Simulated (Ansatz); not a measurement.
**What do other settings change for 1/2<111> screw dislocation dipole in a Li-W solid solution (120 atoms)?**

The cell holds 120 atoms: 76 Li and 44 W. Cell: a = 33.139 Å, b = 23.961 Å, c = 2.929 Å, α = 93.5°, β = 90.0°, γ = 90.0°. It derives from Li and W. Bcc Li lattice (a = 3.3822 Å, the value set for the mixture), x, y, z along [11-2], [-110], [111], 4 x 5 x 1 period; two opposite 1/2<111> screw dislocations along z, half a cell apart on one glide plane, laid by the isotropic elastic field summed over images, cell tilted by half the Burgers vector; 44 of 120 Li sites given to W at random (lattice constant by Vegard's rule between Li and W); not relaxed, displaced by a Gaussian of 0.02 Å.

Geometry: as built.

Reference run: Kohn-Sham DFT, PBE, PAW (set soft_2), plane waves (Ansatz 0.2.0), cutoff 420 eV, k-mesh 1×1×7, cold smearing of 0.15 eV.

```
r.m.s. force component                           : 0.7868 eV/Å
pressure                                         : -14.43 GPa
spacing of highest filled and lowest empty level : 0.0067 eV
SCF cycles                                       : 10
time                                             : 17 min on 4 threads of Arm Neoverse V1, shared host
```

Variants, in no order:
A. support functions medium
B. support functions medium, spacing 0.356 Å (grid laid 0.345 Å)
C. support functions medium, spacing 0.273 Å (grid laid 0.266 Å)
D. support functions medium, spacing 0.308 Å (grid laid 0.307 Å)

Q: Order the variants from the smallest to the largest r.m.s. change of the forces.

A, C, D, B.

```csv
variant,"Δ force, r.m.s. (meV/Å)",share of r.m.s. force (%)
A. support functions medium,0.348,0.0443
"C. support functions medium, spacing 0.273 Å (grid laid 0.266 Å)",1.45,0.184
"D. support functions medium, spacing 0.308 Å (grid laid 0.307 Å)",15.0,1.91
"B. support functions medium, spacing 0.356 Å (grid laid 0.345 Å)",67.2,8.54
```

The cell is under 6 Å thick along one periodic direction, so every atom has periodic images of itself close by, which move with it and show among its neighbours and in g(r).

[Logs are printed without paths, hosts, clocks, repeated set-up lines and the standing remarks that a program may print on its own settings, such as how far it seeks lower states.]

[Hosts, paths, dates, database ids (printed as entryN), source tags and the programs' standing remarks are cut or masked in the printed files.]
